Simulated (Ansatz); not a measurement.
An input for Ansatz 0.2.0 (Ta3N5 (Cmcm)):

```yaml
crystal:
  lattice:
    - [1.9431, -5.1059, 0.0]
    - [1.9431, 5.1059, 0.0]
    - [0.0, 0.0, 10.2624]
  atoms:
    - { symbol: Ta, position: [0.8029, 0.1971, 0.25] }
    - { symbol: Ta, position: [0.1971, 0.8029, 0.75] }
    - { symbol: Ta, position: [0.86545, 0.13455, 0.55906] }
    - { symbol: Ta, position: [0.13455, 0.86545, 0.05906] }
    - { symbol: Ta, position: [0.13455, 0.86545, 0.44094] }
    - { symbol: Ta, position: [0.86545, 0.13455, 0.94094] }
    - { symbol: "N", position: [0.23678, 0.76322, 0.25] }
    - { symbol: "N", position: [0.76322, 0.23678, 0.75] }
    - { symbol: "N", position: [0.95299, 0.04701, 0.11949] }
    - { symbol: "N", position: [0.04701, 0.95299, 0.61949] }
    - { symbol: "N", position: [0.04701, 0.95299, 0.88051] }
    - { symbol: "N", position: [0.95299, 0.04701, 0.38051] }
    - { symbol: "N", position: [0.69138, 0.30862, 0.07378] }
    - { symbol: "N", position: [0.30862, 0.69138, 0.57378] }
    - { symbol: "N", position: [0.30862, 0.69138, 0.92622] }
    - { symbol: "N", position: [0.69138, 0.30862, 0.42622] }
kpoints:
  mp_grid: { grid: [4, 4, 2] }
hamiltonian:
  xc: lda
  pseudopotentials: { kind: paw, azcp: { folder: soft_1 }, xc_functional: pbe }
scf:
  occupations: { method: fixed }
gw:
  n_empty_bands: 1508
  ecut_chi: 220
  qp_bands: [v4, c4]
  qp_kpoints: band_edges
  screening: { model: contour_deformation }
```

```sh
ansatz run input.yaml --threads 2 --pin off --max-ram 92160MiB --backend cuda --events-out ev --progress --plain --runs-dir out --devices 1 --max-vram 13GiB
```

Question: How long will it take on 1 × NVIDIA H100 80GB HBM3 (shared by 6 runs) with 2 threads of AMD EPYC 7R13 (Zen 3), shared host, and how much memory?

It took 4.4 min; on shared hardware allow 2.2 min to 8.9 min. Peak host memory was 7.3 GiB. The sizes that set the cost: 3985 plane waves a state, 14 irreducible k points, 1572 bands summed, 1549 plane waves in the screening and 11 SCF cycles.

The screening grows as filled bands × empty bands × pairs of k points, times the square of the screening basis for the matrix.

[Paths, hosts, dates, memory and timing lines, banners, echoed tables and standing remarks are left out of the program output.]

[Logs are printed without paths, hosts, clocks, repeated set-up lines and the standing remarks that a program may print on its own settings, such as how far it seeks lower states.]

[Runs of the session that timed out or met a known fault of the program may be left out.]

[Cells called generated may have been cut or substituted from an entry of the Crystallography Open Database or the Materials Project.]

[Hosts, paths, dates, database ids (printed as entryN), source tags and the programs' standing remarks are cut or masked in the printed files.]
